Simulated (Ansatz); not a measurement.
# Lattice dynamics of Zr2CF2 monolayer, part 2 of 2

Aim: the vibrations of Zr2CF2 monolayer, their spectra, and whether the structure is stable.

Ansatz 0.2.0; DFT PBE, scalar-relativistic, plane waves, PAW; PAW set soft_1.

So far. Step 4 (Relaxing to small forces for the phonons): The largest force component left is 0.036 meV/Å, within the tolerances set.

## (5) Zone-centre response

The zone centre comes first: it holds the modes that light can see, as far as symmetry allows. No field response is asked, since the mesh shows no gap.

input.yaml

```yaml
crystal:
  lattice:
    - [3.3044962338, 0.0, 0.0]
    - [-1.6522481169, 2.8617776852, 0.0]
    - [0.0, 0.0, 33.2]
  atoms:
    - { symbol: C, position: [0.0, 0.0, 0.3012048193] }
    - { symbol: Zr, position: [0.3333333333, 0.6666666667, 0.3382669392] }
    - { symbol: Zr, position: [0.6666666667, 0.3333333333, 0.2641426994] }
    - { symbol: F, position: [0.6666666667, 0.3333333333, 0.3783969159] }
    - { symbol: F, position: [0.3333333333, 0.6666666667, 0.2240127227] }
  periodic: [true, true, false]
kpoints:
  mp_grid: { grid: [12, 12, 1] }
hamiltonian:
  xc: pbe
  pseudopotentials: { kind: paw, azcp: { folder: soft_1 } }
scf:
  occupations: { method: methfessel_paxton, width: 0.2 }
output:
  eigenvalues: true
phonons:
  method: dfpt
```

Command:

```
$ ansatz run input.yaml --threads 4 --pin off --max-ram 16384MiB --backend cpu --events-out ev --progress --plain --runs-dir out
```

Numbers of over 12 decimals in the logs are rounded to 6 here.

What it wrote:

```text
Warning: crystal.symmetry: narrowed to the stabiliser of the run's FFT grids — unitary ops 12 → 6. A phonons.method: dfpt run fills in the rows of the dynamical matrix that it does not solve by its symmetry operations, which is exact only for operations that map its FFT grids onto themselves: filled in by any other, the frequencies could depend on the order in which like atoms are typed, or, by more than the grids' own error, on where the crystal sits among the grids' points. Excluded: 6 operations. The run can therefore solve more perturbations, solve them on more k-points, or both, and cost more. [rest of the remark cut]
[...]
Crystal: 5 atoms, lattice volume = 313.964 Å³
Basis set: ecut = 420 eV, 6243 PW (Γ), exchange–correlation on 48×48×450 points (8 copies of the dense FFT grid, shifted against one another)
Bands: 26, of which v1, the nominal top of the filled ones, is band 21 counted from 1 (20 counted from 0)
Symmetry: 12 space group operations
k-points: 43 of 144 (irreducible under 2 space group operations, time reversal used)
[...]
SCF iter   1: F=—  HF=-10246.320757 eV  |F-HF|=—  |Δ(HF+E_count)|=         —  Δρ=5.85e-2  dr2=2.01e1  ethr=3.10e-3  ⟨swp⟩=10.0  Hψ=8062  notcnv=0
[...]
SCF iter  14: F=-10241.132521 eV  HF=-10241.132521 eV  |F-HF|=4.00e-11  |Δ(HF+E_count)|=  1.06e-10  S|Δr|=    0.00e0  Δρ=2.16e-8  dr2=9.13e-13  ethr=1.00e-12  ⟨swp⟩=35.7  Hψ=14382  notcnv=0
SCF 1 converged in 14 iterations: F = -10241.132521 eV  dr2 = 9.13e-13
[...]
DFPT response loops at Γ: preconditioner auto → none (partly filled bands, converged f_vac=0.770); β = 0.50; Broyden in place of MSR1
SCF converged after 14 iterations
[...]
Free energy (F): -10241.132521 eV
[...]
Internal energy: -10241.132490 eV  (E = F + TS)
E sigma→0 (E₀):  -10241.132513 eV
Entropy (-TS):   -0.000031 eV (-0.006 meV/atom)
Fermi energy:    -3.983666 eV
[...]
--- Band table (eV; the first three rows and the last of 43) ---
  k-point 0: bands = [... 17 lower, -8.2419, -7.0528, -7.0528, -3.8267, -3.8267, -3.5335, -2.1265, -1.7569 (-1.7569°), ... 6 higher]
  k-point 1: bands = [... 17 lower, -8.1729, -7.2395, -7.0690, -4.0714, -3.6812, -3.4746, -1.9717, -1.8478 (-1.8478°), ... 6 higher]
  k-point 2: bands = [... 17 lower, -8.0137, -7.6222, -7.0948, -4.6128, -3.2659, -3.2612, -1.9906, -1.9055, ... 6 higher]
  k-point 42: bands = [... 17 lower, -8.1629, -7.7977, -7.4132, -3.9916, -3.9459, -1.4403, -1.3545, -1.2240, ... 6 higher]
  ° read free of the cell's end (the report's vacuum.weakly_bound_levels)
--- Phonons (Γ-DFPT): 10 representative perturbations + reference, on 43 of 144 k-points (Σ response iterations 49) ---
  ASR residual: 5.463e-5 → 0.000e0 eV/Å²; symmetrization residual: 7.208e-6 eV/Å²
  The last average, over the group as it would stand without the narrowing to the FFT grids, took up to 2.015e-6 eV/Å² of the zone centre's force constants
  ASR residual per site (eV/Å²): 5.46e-5 6.82e-6 3.08e-6 2.71e-5 2.78e-5
  Γ frequencies (cm⁻¹): 0.00 0.00 0.00 161.67 161.67 214.75 214.75 227.99 227.99 233.12 393.74 408.21 582.16 625.75 625.75
  non-analytic LO–TO correction: not included (Born effective charges unavailable; polar crystals: no LO–TO splitting at Γ)
```

The job ended after 1.9 min (4 threads of Arm Neoverse V2, shared host; peak memory 1.6 GiB).

The column dr2 measures how far the density is from self-consistency, as an energy; F and HF (Harris–Foulkes) agree once it is small.

This step gave:

```yaml
sum_rule_residual_before_enforcement: 5.46e-5 eV/Å²
point_group: -3m
highest_optical_mode_at_the_zone_centre_no_lo_to_term: 625.8 cm⁻¹
lowest_optical_zone_centre_mode: 161.7 cm⁻¹
```

Patterns of degenerate modes are one choice out of their space. The modes at Γ (shares of kinetic energy by element, %):

```tsv
mode	frequency (cm⁻¹)	symmetry	C %	Zr %	F %
1	0.0	acoustic	5	78	16
2	0.0	acoustic	5	78	16
3	0.0	acoustic	5	78	16
4	161.7	Eg	0	78	22
5	161.7	Eg	0	78	22
6	214.8	Eg	0	22	78
7	214.8	Eg	0	22	78
8	228.0	Eu	0	16	84
9	228.0	Eu	0	16	84
10	233.1	A1g	0	67	33
11	393.7	A2u	3	14	83
12	408.2	A1g	0	33	67
13	582.2	A2u	92	8	1
14	625.8	Eu	94	6	0
15	625.8	Eu	94	6	0
```

Displacements in mode 4 (161.7 cm⁻¹), the largest set to 1:
```
C1   0.00  0.00  0.00
Zr2  0.14 -0.85  0.00
Zr3 -0.14  0.85  0.00
F4   0.17 -1.00  0.00
F5  -0.17  1.00  0.00
```

Displacements in mode 9 (228.0 cm⁻¹), the largest set to 1:
```
C1   0.00 -0.13  0.00
Zr2  0.00 -0.20  0.00
Zr3  0.00 -0.20  0.00
F4   0.01  1.00  0.00
F5   0.01  1.00  0.00
```

Before it was imposed, the acoustic sum rule was missed by 5.5e-5 eV/Å². Small misses are needed for a sound result but don't prove that mesh and cutoff are converged. The lowest optical mode is real, 162 cm⁻¹.

## (6) Phonons on a q mesh

Stability and thermal properties need the whole zone. Linear response on a 6×6×1 q mesh gives force constants as far as a supercell of that size would.

Edit input.yaml of step 5 so:

```diff
@@ -23 +23,10 @@
   method: dfpt
+  qmesh: [6, 6, 1]
+  temperatures: { t_max: 1000, t_step: 50 }
+  qpath:
+    path:
+      - [0.0, 0.0, 0.0]
+      - [0.5, 0.0, 0.0]
+      - [0.33333333, 0.33333333, 0.0]
+      - [0.0, 0.0, 0.0]
+    npoints: 10
```

What it wrote:

```text
[...]
Crystal: 5 atoms, lattice volume = 313.964 Å³
Basis set: ecut = 420 eV, 6243 PW (Γ), exchange–correlation on 48×48×450 points (8 copies of the dense FFT grid, shifted against one another)
Bands: 26, of which v1, the nominal top of the filled ones, is band 21 counted from 1 (20 counted from 0)
Symmetry: 12 space group operations
k-points: 19 of 144 (irreducible under 6 space group operations, time reversal used)
[...]
SCF iter   1: F=—  HF=-10246.320901 eV  |F-HF|=—  |Δ(HF+E_count)|=         —  Δρ=5.85e-2  dr2=2.01e1  ethr=3.10e-3  ⟨swp⟩=10.0  Hψ=3548  notcnv=0
[...]
SCF iter  14: F=-10241.132521 eV  HF=-10241.132521 eV  |F-HF|=1.00e-10  |Δ(HF+E_count)|=  5.28e-11  S|Δr|=    0.00e0  Δρ=2.23e-8  dr2=9.08e-13  ethr=1.00e-12  ⟨swp⟩=40.4  Hψ=6577  notcnv=0
SCF 1 converged in 14 iterations: F = -10241.132521 eV  dr2 = 9.08e-13
[...]
phonons: the bands overlap, so this run is a metal and interpolates without the dipole-dipole term. If the crystal is really an insulator or semiconductor, its LO-TO splitting is missing
NSCF: frozen V_eff on 19 k-points
WARN: eigensolver did not converge (k=6): 1 band(s) unlocked after 3 eigensolves, warm-restarted (20 sweeps on the last) at ethr=1.03e-12 eV (storage-precision floor; scheduled 1.00e-12 eV) (lowest unlocked band 30, counted from 0; max residual 4.81e-6 eV among the unlocked bands, 4.81e-6 eV over every band; other slots of this pass that fall short are told together in one closing line; warning suppressed until the next SCF loop or pass starts)
[...]
DFPT response loops at q = (0, 0, 0) (fractional): preconditioner auto → none (partly filled bands, converged f_vac=0.770); β = 0.50; Broyden in place of MSR1
[...]
SCF converged after 14 iterations
[...]
Free energy (F): -10241.132521 eV
[...]
Internal energy: -10241.132490 eV  (E = F + TS)
E sigma→0 (E₀):  -10241.132513 eV
Entropy (-TS):   -0.000031 eV (-0.006 meV/atom)
Fermi energy:    -3.983666 eV
[...]
--- Band table (eV; the first three rows and the last of 19) ---
  k-point 0: bands = [... 17 lower, -8.2419, -7.0528, -7.0528, -3.8267, -3.8267, -3.5335, -2.1265, -1.7569 (-1.7569°), ... 6 higher]
  k-point 1: bands = [... 17 lower, -8.1729, -7.2395, -7.0690, -4.0714, -3.6812, -3.4746, -1.9717, -1.8478 (-1.8478°), ... 6 higher]
  k-point 2: bands = [... 17 lower, -8.0137, -7.6222, -7.0948, -4.6128, -3.2659, -3.2612, -1.9906, -1.9055, ... 6 higher]
  k-point 18: bands = [... 17 lower, -8.0642, -8.0642, -7.3423, -3.5733, -2.7957, -2.7957, -1.3745, -0.9268, ... 6 higher]
  ° read free of the cell's end (the report's vacuum.weakly_bound_levels)
--- Phonons (Γ-DFPT): 10 representative perturbations + reference (Σ response iterations 51) ---
  ASR residual: 3.896e-5 → 0.000e0 eV/Å²; symmetrization residual: 3.881e-6 eV/Å²
[...]
ASR residual per site (eV/Å²): 3.90e-5 1.07e-5 1.41e-5 3.02e-5 2.83e-5
[...]
--- Phonons (arbitrary-q DFPT): 7 irreducible q on the 6×6×1 mesh ---
  q = [0.0000, 0.0000, 0.0000] (star 1, of the zone-centre solve; hermiticity 3.34e-7, symmetrization 7.95e-14, taken by the last average 1.13e-7): -0.00 -0.00 0.00 161.67 161.67 214.75 214.75 227.99 227.99 233.12 393.74 408.21 582.16 625.75 625.75
  q = [0.0000, 0.1667, 0.0000] (star 6, 15 solved perturbations on 78 of 144 k-point pairs; hermiticity 2.71e-7, symmetrization 4.87e-11, taken by the last average 1.24e-7): 45.22 72.40 118.66 165.52 181.69 218.73 220.31 223.16 226.94 242.60 370.03 382.87 578.46 628.45 631.25
[...]
q = [0.1667, 0.1667, 0.0000] (star 6, 10 solved perturbations in 1110 linear systems a pass and spin channel, the states on 144 of 144 k-point pairs; hermiticity 2.53e-7, symmetrization 8.47e-11, taken by the last average 1.46e-7): 100.39 126.33 172.97 181.20 195.36 212.04 220.04 221.76 234.17 247.65 350.51 353.75 569.54 616.98 619.34
[...]
sum rule: each row above includes the acoustic sum rule's correction from the zone centre's row sums; it moved no ω² by more than (0.94 cm⁻¹)²
  mesh force constants: q→R imaginary residual 1.29e-18; ASR residual 3.896e-5 → 0.000e0 eV/Å²; symmetrization residual 1.421e-14 eV/Å²
  interpolated dispersion: 31 rows × 15 modes
  density of states and harmonic sums: on the 24×24×1 q-mesh, interpolated from the force constants of a 6×6×1 supercell (no non-analytic term)
  largest difference from the sums on the solved wave vectors: F 1.69e-2 eV, S 2.18e-5 and C_V 4.94e-6 eV/K
  zero-point energy: 0.272516 eV/cell   skipped modes (ω ≤ 0): 5, of them read as no rigid motion or as one in doubt: 2 (2.083e-2 modes/cell left out, lowest -5.79 cm⁻¹)   left out of the sums: 1.74e-3 of the cell's modes: C_V's classical limit lies that fraction below 3 k_B per atom; for a crystal, a wire or a layer, F and S can be off by more, and a phonons.interpolated_qmesh denser along its periods is the remedy for the sampling
```

It took 27 min on 4 threads; peak memory 2.9 GiB; 1.8 h of CPU time.

This step gave:

```
sum-rule residual before enforcement                    : 3.90e-5 eV/Å²
lowest frequency on the path                            : -6.053 cm⁻¹
highest frequency on the path or at a solved wavevector : 631.2 cm⁻¹
lowest mode on the q mesh (acoustic modes at Γ apart)   : 45.22 cm⁻¹
```

Frequencies (cm⁻¹) solved at each irreducible wavevector; negative means imaginary. Frequencies by wavevector, by row:

```tsv
q in reciprocal lattice units	star	mode 1	mode 2	mode 3	mode 4	mode 13	mode 14	mode 15
0 0 0	1	0	0	0	161.7	582.2	625.8	625.8
0 0.1667 0	6	45.2	72.4	118.7	165.5	578.5	628.5	631.2
0 0.3333 0	6	126.8	137.3	173.7	184.9	567.1	611.7	624.9
0 -0.5 0	3	84.7	162.2	179	180.2	567.2	581	611.6
0.1667 0.1667 0	6	100.4	126.3	173	181.2	569.5	617	619.3
0.1667 0.3333 0	12	157.6	170.3	175.1	186.4	561.9	590.8	613.7
0.3333 0.3333 0	2	141.9	179.3	179.3	182.4	557.9	588.7	588.7
```

Interpolated from a 6×6×1 q mesh. Phonon branches along the path, in cm⁻¹:

```tsv
point	branch 1	branch 2	branch 3	branch 4	branch 12	branch 13	branch 14	branch 15
Γ	0	0	0	162	408	582	626	626
halfway	87	106	167	167	361	572	625	629
M	85	162	179	180	340	567	581	612
halfway	157	165	182	185	332	562	584	611
K	142	179	179	182	323	558	589	589
halfway	100	126	173	181	354	570	617	619
Γ	0	0	0	162	408	582	626	626
```

The phonon density of states has structure finer than the step of the table below, so its rows give means over 20 cm⁻¹, whole bins alone (the curve runs from -7.5 to 632 cm⁻¹). Peaks (cm⁻¹: height): 182.5: 0.108, 217.5: 0.275, 327.5: 0.0558, 567.5: 0.0647, 627.5: 0.0819.

Tetrahedra on a 24×24×1 mesh, mean over bins of 5 cm-1. Interpolated from a 6×6×1 q mesh. Table of phonon density of states by wavenumber; means over each step:

wavenumber (cm⁻¹), phonon density of states (1/cm⁻¹/cell) and a bar:
```
       20      0.003 
       40      0.004 #
       60      0.006 #
       80      0.008 #
      100      0.012 ##
      120      0.015 ###
      140      0.022 ####
      160      0.052 #########
      180      0.081 ##############
      200      0.054 ##########
      220      0.170 ##############################
      240      0.069 ############
      260      0.003 
      280      0.000 
      300      0.000 
      320      0.022 ####
      340      0.044 ########
      360      0.021 ####
      380      0.010 ##
      400      0.004 #
      420      0.000 
      440      0.000 
      460      0.000 
      480      0.000 
      500      0.000 
      520      0.000 
      540      0.000 
      560      0.033 ######
      580      0.031 #####
      600      0.025 ####
      620      0.054 ##########
```

The partial phonon density of states has structure finer than the step of the table below, so its rows give means over 20 cm⁻¹, whole bins alone (the curve runs from -16 to 660 cm⁻¹). Peaks (cm⁻¹: height): C 566.6: 0.0483, 621.9: 0.0535; F 217.9: 0.156, 328.5: 0.0399; Zr 179.6: 0.0779, 217.9: 0.0436.

Phonopy on the run's constants, 19x19x1 mesh, Gaussian sigma 4.8 cm-1. Interpolated from a 6×6×1 q mesh. Table of partial phonon density of states by wavenumber; means over each step; values in 1/cm⁻¹/cell:

```tsv
wavenumber (cm⁻¹)	C	F	Zr
0	7.8e-5	2.5e-4	0.00114
20	1.3e-4	4.4e-4	0.00196
40	2.4e-4	7.9e-4	0.00352
60	3.0e-4	0.00105	0.00473
80	3.8e-4	0.00141	0.00650
100	4.6e-4	0.00200	0.00931
120	5.1e-4	0.00235	0.0116
140	5.8e-4	0.00303	0.0173
160	6.6e-4	0.00768	0.0452
180	9.5e-4	0.0112	0.0656
200	6.5e-4	0.0235	0.0369
220	7.7e-4	0.122	0.0410
240	1.7e-4	0.0411	0.0278
260	2.5e-6	0.00124	0.00317
280	0	0	0
300	0	7.5e-5	1.0e-5
320	3.0e-5	0.0190	0.00292
340	8.1e-5	0.0350	0.00777
360	1.1e-4	0.0169	0.00428
380	1.0e-4	0.00740	0.00210
400	2.7e-5	0.00284	0.00112
420	0	1.6e-4	7.7e-5
440	0	0	0
460	0	0	0
480	0	0	0
500	0	0	0
520	0	0	0
540	4.1e-4	2.0e-7	1.4e-5
560	0.0303	7.6e-5	0.00126
580	0.0300	1.5e-4	0.00138
600	0.0251	9.9e-5	7.3e-4
620	0.0485	1.1e-4	0.00195
640	0.00946	1.8e-5	4.7e-4
```

Symmetry leaves 7 wavevectors to solve. The lowest mode among them, the acoustic zeros apart, lies at q = (0, 0.167, 0) and is real, 45.2 cm⁻¹. Between them the interpolated path dips to 6i cm⁻¹.

## (7) Isotope substitution, element C, natural mass 12.011 amu

An isotope changes the mass and not the force constants, so no new electronic calculation is needed; the shifts show which modes move this element.

The same force constants with the mass of C changed from 12.011 to 13.003 u (phonopy, no LO-TO term). Both lists are sorted by frequency; levels can cross, so a row need not hold one and the same mode. Modes under 3 cm⁻¹ are left out. Isotope shifts, by row, the first 40 of 57 rows:

```tsv
q	rank	natural mass (cm⁻¹)	changed mass (cm⁻¹)
0 0 0	4	161.7	161.7
0 0 0	5	161.7	161.7
0 0 0	6	214.8	214.8
0 0 0	7	214.8	214.8
0 0 0	8	228	227.9
0 0 0	9	228	227.9
0 0 0	10	233.1	233.1
0 0 0	11	393.7	393.2
0 0 0	12	408.2	408.2
0 0 0	13	582.2	561.5
0 0 0	14	625.8	602.8
0 0 0	15	625.8	602.8
0 0.1667 0	1	45.22	45.12
0 0.1667 0	2	72.4	72.26
0 0.1667 0	3	118.7	118.5
0 0.1667 0	4	165.5	165.5
0 0.1667 0	5	181.7	181.7
0 0.1667 0	6	218.7	218.7
0 0.1667 0	7	220.3	220.3
0 0.1667 0	8	223.2	223.1
0 0.1667 0	9	226.9	226.9
0 0.1667 0	10	242.6	242.6
0 0.1667 0	11	370	369.8
0 0.1667 0	12	382.9	382.8
0 0.1667 0	13	578.5	557.5
0 0.1667 0	14	628.5	605.3
0 0.1667 0	15	631.2	608
0 0.3333 0	1	126.8	126.6
0 0.3333 0	2	137.3	137.1
0 0.3333 0	3	173.7	173.7
0 0.3333 0	4	184.9	184.9
0 0.3333 0	5	206.9	206.8
0 0.3333 0	6	217.4	217.4
0 0.3333 0	7	217.6	217.6
0 0.3333 0	8	223.5	223.5
0 0.3333 0	9	237.1	237
0 0.3333 0	10	240.2	240.2
0 0.3333 0	11	343.3	343.2
0 0.3333 0	12	348.8	348.8
0 0.3333 0	13	567.1	546.2
```

A mode of this element alone would shift by -3.89 %. The highest zone-centre frequency without the field goes from 625.8 to 602.8 cm⁻¹ (-3.7 %). The product of the frequency ratios over all optical modes at Γ is 0.893; the product rule, (m/m′)^(3k/2) (M′/M)^(3/2) with k = 1 such atoms and M the mass of the cell, gives 0.893.

## (8) Isotope substitution, element Zr, natural mass 91.222 amu

The same for Zr, from 91.22 to 95.91 u.

The same force constants with the mass of Zr changed from 91.222 to 95.908 u (phonopy, no LO-TO term). Both lists are sorted by frequency; levels can cross, so a row need not hold one and the same mode. Modes under 3 cm⁻¹ are left out. Isotope shifts, by row, the first 40 of 57 rows:

```tsv
q	rank	natural mass (cm⁻¹)	changed mass (cm⁻¹)
0 0 0	4	161.7	158.5
0 0 0	5	161.7	158.5
0 0 0	6	214.8	213.6
0 0 0	7	214.8	213.6
0 0 0	8	228	227.1
0 0 0	9	228	227.1
0 0 0	10	233.1	229.2
0 0 0	11	393.7	392.4
0 0 0	12	408.2	405
0 0 0	13	582.2	581
0 0 0	14	625.8	624.9
0 0 0	15	625.8	624.9
0 0.1667 0	1	45.22	44.36
0 0.1667 0	2	72.4	70.96
0 0.1667 0	3	118.7	116.3
0 0.1667 0	4	165.5	162.2
0 0.1667 0	5	181.7	178.3
0 0.1667 0	6	218.7	217.3
0 0.1667 0	7	220.3	219.5
0 0.1667 0	8	223.2	221.7
0 0.1667 0	9	226.9	225.8
0 0.1667 0	10	242.6	239
0 0.1667 0	11	370	368.5
0 0.1667 0	12	382.9	380.2
0 0.1667 0	13	578.5	577.6
0 0.1667 0	14	628.5	627.7
0 0.1667 0	15	631.2	630.5
0 0.3333 0	1	126.8	124.3
0 0.3333 0	2	137.3	134.3
0 0.3333 0	3	173.7	170.1
0 0.3333 0	4	184.9	181
0 0.3333 0	5	206.9	203.3
0 0.3333 0	6	217.4	216.4
0 0.3333 0	7	217.6	217.3
0 0.3333 0	8	223.5	222.3
0 0.3333 0	9	237.1	234.8
0 0.3333 0	10	240.2	236.3
0 0.3333 0	11	343.3	342
0 0.3333 0	12	348.8	347
0 0.3333 0	13	567.1	566.4
```

A mode of this element alone would shift by -2.47 %. The highest zone-centre frequency without the field goes from 625.8 to 624.9 cm⁻¹ (-0.1 %). The product of the frequency ratios over all optical modes at Γ is 0.913; the product rule, (m/m′)^(3k/2) (M′/M)^(3/2) with k = 2 such atoms and M the mass of the cell, gives 0.913.

## (9) Outcome

```yaml
space_group_after_relaxation_within_0p01_a: P-3m1
area_per_atom: 1.89 Å²
electronic_character: no gap on this mesh
highest_optical_mode_at_the_zone_centre_no_lo_to_term: 626 cm⁻¹
lowest_optical_zone_centre_mode: 162 cm⁻¹
lowest_mode_on_the_q_mesh_acoustic_modes_at_gamma_apart: 45.2 cm⁻¹
highest_frequency_on_the_path_or_at_a_solved_wavevector: 631 cm⁻¹
imaginary_modes_on_the_6x6x1_q_mesh: none
```

No mode is imaginary at the 7 irreducible wavevectors solved, but between them the interpolated path dips to 6.1i cm⁻¹, so stability is not settled. The optical modes at Γ span 162 to 626 cm⁻¹. The highest mode in this list at Γ, 625.8 cm⁻¹, is mostly motion of C (94 % of the kinetic energy). With no gap, or one that is small against the smearing, the frequencies hang on the k mesh and the smearing, most of all near Kohn anomalies. In a sheet or slab the interpolated bending branch near Γ is rough, since the rotational sum rule isn't imposed. A phonon run warned that its eigensolver left some bands unconverged in a pass. The starting cell was built on a prototype and not taken from a measurement. These are harmonic frequencies at zero temperature: anharmonic shifts, linewidths and thermal expansion are left out.

[Logs are printed without paths, hosts, clocks, repeated set-up lines and the standing remarks that a program may print on its own settings, such as how far it seeks lower states.]

[Hosts, paths, dates, database ids (printed as entryN), source tags and the programs' standing remarks are cut or masked in the printed files.]
